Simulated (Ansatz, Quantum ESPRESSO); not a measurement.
# Conductance against width: vacuum gaps between two Al(100) faces, part 3 of 4

Wanted: T at the Fermi level along a series, and its decay constant, for vacuum gaps between two Al(100) faces.

Quantum ESPRESSO 7.5; plane-wave DFT, PBE, GBRV ultrasoft pseudopotentials; cross-check by Ansatz 0.2.0 with PAW datasets.

So far. Step 2 (Self-consistent run, 4 Å): The run needed 19 iterations to bring the estimated error under 1e-07 Ry; the largest force on any atom, held or free, is 0.24 eV/Å.

**4. The same in Ansatz, 4 Å**

A second code with its own PAW datasets, on the same atoms.

Level of this step: plane-wave DFT, PBE, Ansatz PAW (Ansatz 0.2.0).

input.yaml

```yaml
crystal:
  lattice:
    - [2.856711396, 0.0, 0.0]
    - [0.0, 2.856711396, 0.0]
    - [0.0, 0.0, 26.22]
  atoms:
    - { symbol: Al, position: [0.0, 0.0, 0.0] }
    - { symbol: Al, position: [0.5, 0.5, 0.0770404272] }
    - { symbol: Al, position: [0.0, 0.0, 0.1540808543] }
    - { symbol: Al, position: [0.5, 0.5, 0.2311212815] }
    - { symbol: Al, position: [0.0, 0.0, 0.3081617086] }
    - { symbol: Al, position: [0.5, 0.5, 0.3852021358] }
    - { symbol: Al, position: [0.0, 0.0, 0.5377574371] }
    - { symbol: Al, position: [0.5, 0.5, 0.6147978642] }
    - { symbol: Al, position: [0.0, 0.0, 0.6918382914] }
    - { symbol: Al, position: [0.5, 0.5, 0.7688787185] }
    - { symbol: Al, position: [0.0, 0.0, 0.8459191457] }
    - { symbol: Al, position: [0.5, 0.5, 0.9229595728] }
kpoints:
  mp_grid: { grid: [8, 8, 1] }
hamiltonian:
  xc: pbe
scf:
  occupations: { method: fermi_dirac, width: 0.1 }
  convergence: { dr2_threshold: 1.0e-08 }
output:
  transmission: { leads: [[0, 2]], e_range: [-0.4, 0.4], de: 0.4, kmesh: [8, 8] }
  write_potential: true
  write_density: true
  volumetric_format: npy
  elf: true
```

Run with:

```
> ansatz run input.yaml --threads 2 --pin off --max-ram 4096MiB --backend cpu --events-out ev --progress --plain --runs-dir out
```

Standard output:

```text
Engine: ansatz 0.2.0, aarch64-unknown-linux-gnu
Pseudopotentials: kind: paw
Pseudopotential: Al, paw, valence charge 3, recommended cutoff 420 eV (normal), Al.paw.azcp
Functional definition: PBE
  parameter kappa = 0.804
  parameter beta = 0.066725
  exchange = pbe_x(kappa = kappa, mu = beta*pi^2/3)
  correlation = pbe_c(beta = beta)
Crystal: 12 atoms, lattice volume = 213.976 Å³
Basis set: ecut = 420 eV, 4187 PW (Γ)
Bands: 30, of which v1, the nominal top of the filled ones, is band 18 counted from 1 (17 counted from 0)
Symmetry: 16 space group operations
Space group: P4/nmm (ITA 129), of the structure as read, at distance tolerance 6.0e-5 Å
k-points: 15 of 64
Non-local potential: Al, projectors of the file, l = 0: 2, l = 1: 2, l = 2: 1
PAW form: soft (Blöchl's): semilocal exchange-correlation on the pseudo side does not see the compensation charge
PAW one-centre angular grid: Al, 110 points (default); XC on 64 Gauss nodes
Initial density: superposition of atomic densities (neutral atoms: chi_scale 0, normalization atom), corrected by the library's trained network
Initial wavefunctions: pseudopotential atomic-orbital guess
Functional: x = pbe(κ = 0.804, μ = 0.219515), c = pbe(β = 0.066725)
SCF iter   1: F=—  HF=-6449.206658 eV  |F-HF|=—  |Δ(HF+E_count)|=         —  Δρ=1.94e-3  dr2=1.69e-1  ethr=1.77e-3  ⟨swp⟩=7.0  Hψ=2444  notcnv=0  defer=2
preconditioner: auto → Kerker (q_TF=auto, 2.027 Å⁻¹)  [metal: Δε(μ)=0.034 eV  Ē_g=6.848 eV  σ=0.100 eV  W_gap=0.08  n_scr=16 (ndim 8)  ℏωp=15.2 eV  f_vac=0.000  D(μ)=5.46/eV (n_scr^D=16)]
SCF iter   2: F=—  HF=-6449.200031 eV  |F-HF|=—  |Δ(HF+E_count)|=   6.63e-3  Δρ=1.08e-3  dr2=4.24e-2  ethr=4.71e-4  ⟨swp⟩=1.0  Hψ=570  notcnv=0  defer=3
SCF iter   3: F=—  HF=-6449.196974 eV  |F-HF|=—  |Δ(HF+E_count)|=   3.06e-3  Δρ=2.01e-4  dr2=9.90e-4  ethr=1.18e-4  ⟨swp⟩=1.2  Hψ=471  notcnv=0  defer=3
SCF iter   4: F=—  HF=-6449.196962 eV  |F-HF|=—  |Δ(HF+E_count)|=   1.21e-5  Δρ=7.28e-5  dr2=2.10e-4  ethr=2.75e-6  ⟨swp⟩=1.9  Hψ=518  notcnv=0  defer=3
SCF iter   5: F=—  HF=-6449.196956 eV  |F-HF|=—  |Δ(HF+E_count)|=   5.61e-6  Δρ=2.76e-5  dr2=2.11e-5  ethr=5.84e-7  ⟨swp⟩=1.2  Hψ=431  notcnv=0  defer=3
SCF iter   6: F=—  HF=-6449.196954 eV  |F-HF|=—  |Δ(HF+E_count)|=   2.25e-6  Δρ=7.18e-6  dr2=6.49e-7  ethr=5.87e-8  ⟨swp⟩=2.1  Hψ=510  notcnv=0  defer=3
SCF iter   7: F=—  HF=-6449.196948 eV  |F-HF|=—  |Δ(HF+E_count)|=   5.73e-6  Δρ=1.50e-6  dr2=1.05e-8  ethr=1.80e-9  ⟨swp⟩=2.0  Hψ=604  notcnv=0  defer=3
SCF iter   8: F=-6449.196948 eV  HF=-6449.196948 eV  |F-HF|=9.82e-11  |Δ(HF+E_count)|=   3.18e-9  Δρ=2.53e-7  dr2=3.24e-10  ethr=2.78e-11  ⟨swp⟩=7.5  Hψ=1415  notcnv=0
SCF 1 converged in 8 iterations: F = -6449.196948 eV  dr2 = 3.24e-10
  greatest PAW one-centre occupation: 0.476 electrons in one spin orbital (limit 2), on the Al atom at site 6 (counted from 0), in its partial waves of l = 0
transmission: 50 of 495 steps passed
transmission: 99 of 495 steps passed
[...]
transmission: 495 of 495 steps passed
SCF converged after 8 iterations
Free energy (F): -6449.196948 eV
Harris-Foulkes:  -6449.196948 eV  (|F-HF|=9.82e-11)
Internal energy: -6449.017964 eV  (E = F + TS)
E sigma→0 (E₀):  -6449.107456 eV
Entropy (-TS):   -0.178985 eV (-14.915 meV/atom)
Fermi energy:    7.041265 eV
--- Per-component energies (eV) ---
  E_band       = 99.246572
  E_kinetic    = 268.542903
  E_local      = -241.222816  (includes V_loc(G=0)·N_el)
  E_nonlocal   = 124.434211
  E_hartree    = 167.581570
  E_xc         = -474.089858
  E_vxc        = -343.869070  (∫ρ·V_xc dr)
  E_paw        = -5607.874692  (= ΣΔE_a)
  E_vpaw       = -43.801990  (= ΣTr[D̂ρ^β])
  E_aug_tail   = -0.000026  (compensation charges beyond the density's cutoff)
  E_ewald      = -686.389254
  E_smearing   = -0.178985  (= −TS)
  E_closure    = -0.000000  (closes the sum)
  Σ components = -6449.196948   (vs F -6449.196948, Δ=0.00e0)
--- Band table (eV; the first three rows and the last of 15) ---
  k-point 0: bands = [... 14 lower, 7.5307, 9.8958, 10.3464, 12.3398, 12.5257, 12.7105, 12.7105, 12.8131, ... 8 higher]
  k-point 1: bands = [... 14 lower, 7.7826, 9.1862, 9.3689, 9.5579, 9.9612, 10.2205, 10.4454, 10.6549, ... 8 higher]
  k-point 2: bands = [... 14 lower, 5.9996, 6.2847, 6.6776, 7.1375, 7.7700, 7.8800, 8.4456, 8.6399, ... 8 higher]
  k-point 14: bands = [... 14 lower, 5.9775, 5.9775, 6.0914, 6.0914, 6.3734, 6.3734, 6.7532, 6.7532, ... 8 higher]
--- Transmission ---
  basis      : 69 plane waves across, 33 finite elements along
  points     : 15, standing for a mesh of 8 x 8
  energies   : 3 from -0.400000 to 0.400000 eV about the Fermi level, 0.400000 eV apart; the leads are filled to 0.000000 eV, and channels, transmission and decay are at 0.000000 eV
  crystal 0  : Al2, at the sites [0, 2], period 4.0400 Å, over 24.24 Å; its Hamiltonian steps by up to 33.7 meV: too much for a lead, lay more layers or, if its atoms are ordered, name the step of that order
    offset         : up to 0.0000 Å between an atom of the period and one for which it stands
    channels       : 1.703125e0 a spin
    conductance    : none, the energies end too early or step too widely for 300 K: set another output.transmission.e_range or a lower de, or, where they end at an eighth of basis.ecutwfc, a higher one
  junction   : crystal 0 to crystal 0, -0.31 to 21.87 Å
    transmission   : 2.088018e-1 a spin
    conductance    : none, the energies end too early or step too widely for 300 K: set another output.transmission.e_range or a lower de, or, where they end at an eighth of basis.ecutwfc, a higher one
```

It took 9.6 s on 2 threads of Arm Neoverse V2, shared host; peak memory 0.42 GiB; 18 s of CPU time.

This step gave:

| Quantity | Value |
| --- | --- |
| free energy | -6449.1969 eV |
| energy at zero smearing | -6449.1075 eV |
| smearing term TS | 0.1790 eV |
| Fermi energy | 7.041 eV |
| symmetry operations | 16 |
| transmission at the Fermi level, one spin | 0.2088 |
| step of the lead's Hamiltonian over a period | 33.7 meV |

Per spin; mean over the k mesh across the current. The transmission, zone mean by energy, zero at the Fermi level:

```
energy (eV)  transmission, zone mean
     -0.400                    0.146
      0.000                    0.209
      0.400                    0.215
```

Per spin; mean over the k mesh across the current. The open channels, zone mean by energy, zero at the Fermi level:

```
energy (eV)  open channels, zone mean
     -0.400                      1.64
      0.000                      1.70
      0.400                      1.86
```

Electrostatic potential energy in the ca plane at fractional y = 0.000, with atoms of Al within 0.2 Å of it. With pseudopotentials it is smooth inside the atoms' cores, unlike the true potential.

Values in eV, 5 rows by 16 columns, each cell a mean:
```
 6  8 -5 -7  5 10 11  9 -5 -7  5  8 -5 -7  5  8
 7  7  3 -1  7  8 10 10  3 -1  7  7  3 -1  7  7
 7  7  7  6  7  7 10 11  7  6  7  7  7  6  7  7
 7  8  0 -5  7  8 11 10  0 -5  7  8  0 -5  7  8
 5  8 -5 -4  5 10 11  9 -5 -4  5  8 -5 -4  5  8
```
Columns run along c (16.0 Å, from fractional 0.19 to 0.81 of the cell; values clipped at the 3rd and 97th percentile), rows up along a (2.9 Å). Atoms in or near the plane, at fractional coordinates: Al at (0.31, 0.00), Al at (0.54, 0.00), Al at (0.69, 0.00).

Valence density in the ca plane at fractional y = 0.000, with atoms of Al within 0.2 Å of it. It is the smooth field of the valence electrons, not physical close to the nuclei.

Ten even steps from '0' (0.03 e/Å³) to '9' (0.22 e/Å³), each cell a mean:
```
86556784236865321000025532487655687324876556
97667898679976542100025776898766789768986667
88888899999888763100013799998888889999988888
88998889998889874200013689988898888999888988
88888889999888864200013689988888889999888888
87777899889877653100014788998777789989987777
87556896447875432000025644687655788536986556
86445784225864321000025522377545686223875446
```
Columns run along c (16.0 Å, from fractional 0.19 to 0.81 of the cell), rows up along a (2.9 Å). Atoms in or near the plane, at fractional coordinates: Al at (0.31, 0.00), Al at (0.54, 0.00), Al at (0.69, 0.00).

Ansatz finds T = 0.209 against pwcond's 0.220.

**5. Ground state, 5 Å**

Level of this step: plane-wave DFT, PBE, GBRV ultrasoft pseudopotentials (Quantum ESPRESSO 7.5).

j1.scf.in

```
&control
  prefix = 'j1.scf'
  outdir = './out'
  pseudo_dir = './pseudo'
  calculation = 'scf'
  tprnfor = .true.
/
&system
  ibrav = 0
  nat = 12
  ntyp = 1
  ecutwfc = 40
  ecutrho = 200
  occupations = 'smearing'
  smearing = 'mv'
  degauss = 0.01
/
&electrons
  conv_thr = 1e-07
  mixing_beta = 0.25
  electron_maxstep = 120
  mixing_mode = 'local-TF'
/
ATOMIC_SPECIES
  Al  26.9815  al_pbe_v1.uspp.F.UPF
CELL_PARAMETERS angstrom
  2.85671139599365 0.00000000000000 0.00000000000000
  0.00000000000000 2.85671139599365 0.00000000000000
  0.00000000000000 0.00000000000000 27.22000000000000
ATOMIC_POSITIONS crystal
  Al  0.000000000000 0.000000000000 0.000000000000
  Al  0.500000000000 0.500000000000 0.074210139603
  Al  0.000000000000 0.000000000000 0.148420279206
  Al  0.500000000000 0.500000000000 0.222630418810
  Al  0.000000000000 0.000000000000 0.296840558413
  Al  0.500000000000 0.500000000000 0.371050698016
  Al  0.000000000000 0.000000000000 0.554739162381
  Al  0.500000000000 0.500000000000 0.628949301984
  Al  0.000000000000 0.000000000000 0.703159441587
  Al  0.500000000000 0.500000000000 0.777369581190
  Al  0.000000000000 0.000000000000 0.851579720794
  Al  0.500000000000 0.500000000000 0.925789860397
K_POINTS automatic
  8 8 1 0 0 0
```

Run with:

```
> OMP_NUM_THREADS=1 mpirun -n 2 pw.x -nk 2 -in j1.scf.in > j1.scf.out
```

Standard output:

```text
[banner, memory and clock lines left out]
Program PWSCF v.7.5 starts
[...]
number of electrons       =        36.00
     number of Kohn-Sham states=           22
     kinetic-energy cutoff     =      40.0000  Ry
     charge density cutoff     =     200.0000  Ry
[...]
number of k points=    15  Marzari-Vanderbilt smearing, width (Ry)=  0.0100
[...]
Dense  grid:    71527 G-vectors     FFT dimensions: (  25,  25, 240)
[...]
Starting wfcs are   48 randomized atomic wfcs
     estimated scf accuracy    <       1.00937062 Ry
     estimated scf accuracy    <       0.70449432 Ry
     estimated scf accuracy    <       0.00593209 Ry
     estimated scf accuracy    <       0.02276359 Ry
     estimated scf accuracy    <       0.00969505 Ry
     estimated scf accuracy    <       0.01007407 Ry
     estimated scf accuracy    <       0.00321928 Ry
     estimated scf accuracy    <       0.00033102 Ry
     estimated scf accuracy    <       0.00010826 Ry
     estimated scf accuracy    <       0.00012954 Ry
     estimated scf accuracy    <       0.00015381 Ry
     estimated scf accuracy    <       0.00000806 Ry
     estimated scf accuracy    <       0.00006161 Ry
     estimated scf accuracy    <       0.00003962 Ry
     estimated scf accuracy    <       0.00001629 Ry
     estimated scf accuracy    <       0.00000254 Ry
     estimated scf accuracy    <       0.00000358 Ry
     estimated scf accuracy    <       0.00000260 Ry
     estimated scf accuracy    <       0.00000012 Ry
[...]
the Fermi energy is     6.6251 ev
!    total energy              =     -80.41943467 Ry
     estimated scf accuracy    <       0.00000006 Ry
     smearing contrib. (-TS)   =       0.00004182 Ry
     internal energy E=F+TS    =     -80.41947648 Ry
[...]
one-electron contribution =     -22.02118895 Ry
     hartree contribution      =      27.30545180 Ry
     xc contribution           =     -51.31248518 Ry
     ewald contribution        =     -34.39125415 Ry
     convergence has been achieved in  20 iterations
[...]
Total force =     0.016498     Total SCF correction =     0.000422
[...]
```

Wall time 37 s (2 MPI ranks); peak memory 0.28 GiB; 74 s of CPU time.

This step gave:

| Quantity | Value |
| --- | --- |
| free energy | -1094.1621 eV |
| Fermi energy | 6.625 eV |

**6. Transmission with pwcond.x, 5 Å**

j1.cond.in

```
&inputcond
  outdir = './out'
  prefixt = 'j1.scf'
  tran_file = 'j1.cond.dat'
  bdl = 2.8284271247
  bds = 9.5284389029
  ikind = 1
  ewind = 4.0
  epsproj = 1e-05
  nz1 = 7
  energy0 = 0.4
  denergy = -0.4
/
15
  0.00000000 0.00000000 0.01562500
  0.00000000 0.12500000 0.06250000
  0.00000000 0.25000000 0.06250000
  0.00000000 0.37500000 0.06250000
  0.00000000 0.50000000 0.03125000
  0.12500000 0.12500000 0.06250000
  0.12500000 0.25000000 0.12500000
  0.12500000 0.37500000 0.12500000
  0.12500000 0.50000000 0.06250000
  0.25000000 0.25000000 0.06250000
  0.25000000 0.37500000 0.12500000
  0.25000000 0.50000000 0.06250000
  0.37500000 0.37500000 0.06250000
  0.37500000 0.50000000 0.06250000
  0.50000000 0.50000000 0.01562500
3
```

Run with:

```
> OMP_NUM_THREADS=1 mpirun -n 2 pwcond.x -in j1.cond.in > j1.cond.out
```

Standard output:

```text
[banner, memory and clock lines left out]
Program PWCOND v.7.5 starts

     ./out/j1.scf.save/

[...]
negative rho (up, down):  3.123E-07 0.000E+00
     Reading collected, re-writing distributed wavefunctions

===== INPUT FILE containing all the regions =====

     GEOMETRY:

     lattice parameter (alat)  =       5.3984  a.u.
     the volume                =    1499.0546 (a.u.)^3
     the cross section         =      29.1427 (a.u.)^2
     l of the unit cell        =       9.5284 (alat)
     number of atoms/cell      =           12
[...]
2 -->     3     0.00000     0.00000
    2 -->     4     0.00000     0.00000
   Total T_j, R_j =    0.00026  0.99974

    3 -->     1     0.00000     0.00000
    3 -->     2     0.00000     0.00000
    3 -->     3     0.00010     0.99990
    3 -->     4     0.00000     0.00000
   Total T_j, R_j =    0.00010  0.99990

    4 -->     1     0.00000     0.00000
    4 -->     2     0.00000     0.00000
    4 -->     3     0.00000     0.00000
    4 -->     4     0.00009     0.99991
   Total T_j, R_j =    0.00009  0.99991

E-Ef(ev), T(x2 spins) =   -0.4000000   0.0014266
   T_tot     0.40000      0.81313E-01
   T_tot     0.00000      0.11762E+00
   T_tot    -0.40000      0.14712E+00
```

Wall time 30 s (2 MPI ranks); peak memory 0.11 GiB.

This step gave:

| Item | Value |
| --- | --- |
| transmission at the Fermi level, one spin | 0.05881 |
| conductance | 0.05881 G₀ |

Per spin; mean over the k mesh across the current. Table of transmission, zone mean by energy, zero at the Fermi level:

```
energy (eV)  transmission, zone mean
     -0.400                   0.0736
      0.000                   0.0588
      0.400                   0.0407
```

T goes from 0.220 to 0.0588, a factor of 3.7.

**7. The same in Ansatz, 5 Å**

Level of this step: plane-wave DFT, PBE, Ansatz PAW (Ansatz 0.2.0).

input.yaml, the sections that differ from step 4:

```yaml
crystal:
  lattice:
    - [2.856711396, 0.0, 0.0]
    - [0.0, 2.856711396, 0.0]
    - [0.0, 0.0, 27.22]
  atoms:
    - { symbol: Al, position: [0.0, 0.0, 0.0] }
    - { symbol: Al, position: [0.5, 0.5, 0.0742101396] }
    - { symbol: Al, position: [0.0, 0.0, 0.1484202792] }
    - { symbol: Al, position: [0.5, 0.5, 0.2226304188] }
    - { symbol: Al, position: [0.0, 0.0, 0.2968405584] }
    - { symbol: Al, position: [0.5, 0.5, 0.371050698] }
    - { symbol: Al, position: [0.0, 0.0, 0.5547391624] }
    - { symbol: Al, position: [0.5, 0.5, 0.628949302] }
    - { symbol: Al, position: [0.0, 0.0, 0.7031594416] }
    - { symbol: Al, position: [0.5, 0.5, 0.7773695812] }
    - { symbol: Al, position: [0.0, 0.0, 0.8515797208] }
    - { symbol: Al, position: [0.5, 0.5, 0.9257898604] }
# kpoints, hamiltonian, scf, output: as in step 4
```

Run with:

```
> ansatz run input.yaml --threads 2 --pin off --max-ram 4096MiB --backend cpu --events-out ev --progress --plain --runs-dir out
```

Standard output:

```text
[...]
Crystal: 12 atoms, lattice volume = 222.137 Å³
Basis set: ecut = 420 eV, 4343 PW (Γ)
Bands: 30, of which v1, the nominal top of the filled ones, is band 18 counted from 1 (17 counted from 0)
Symmetry: 16 space group operations
[...]
k-points: 15 of 64
[...]
k-point 14: bands = [... 14 lower, 5.5713, 5.5713, 5.6730, 5.6730, 5.9602, 5.9602, 6.3650, 6.3650, ... 8 higher]
--- Transmission ---
  basis      : 69 plane waves across, 34 finite elements along
  points     : 15, standing for a mesh of 8 x 8
[...]
channels       : 1.703125e0 a spin
[...]
junction   : crystal 0 to crystal 0, -0.31 to 22.87 Å
    transmission   : 5.156851e-2 a spin
[...]
[key lines of the parts left out:]
SCF converged after 7 iterations
Free energy (F): -6449.122989 eV
Fermi energy:    6.636963 eV
```

Run time: 9.9 s. Hardware: 2 threads; peak memory 0.42 GiB; 19 s of CPU time.

Read from the output:

```
free energy                                  : -6449.1230 eV
energy at zero smearing                      : -6449.0409 eV
smearing term TS                             : 0.1642 eV
Fermi energy                                 : 6.637 eV
transmission at the Fermi level, one spin    : 0.05157
step of the lead's Hamiltonian over a period : 32.6 meV
```

Per spin; mean over the k mesh across the current. Transmission, zone mean against energy, zero at the Fermi level:

```
energy (eV)  transmission, zone mean
     -0.400                   0.0753
      0.000                   0.0516
      0.400                   0.0403
```

Ansatz finds T = 0.0516 against pwcond's 0.0588.

[end of part 3 of 4]

[Long decimals in the printed logs are rounded to 6 places.]

[Repeated lines of the later SCF iterations (solver, time, negative density, dipole) and banner, clock, host and MPI lines are left out of these logs without a mark at each place.]

[Logs are printed without paths, hosts, clocks, repeated set-up lines and the standing remarks that a program may print on its own settings, such as how far it seeks lower states.]

[Hosts, paths, dates, database ids (printed as entryN), source tags and the programs' standing remarks are cut or masked in the printed files.]

[Maps of the electrostatic potential energy from Ansatz leave out the sawtooth potential of an applied field or a dipole correction, so their vacuum need not be flat; planar profiles and work functions include it.]
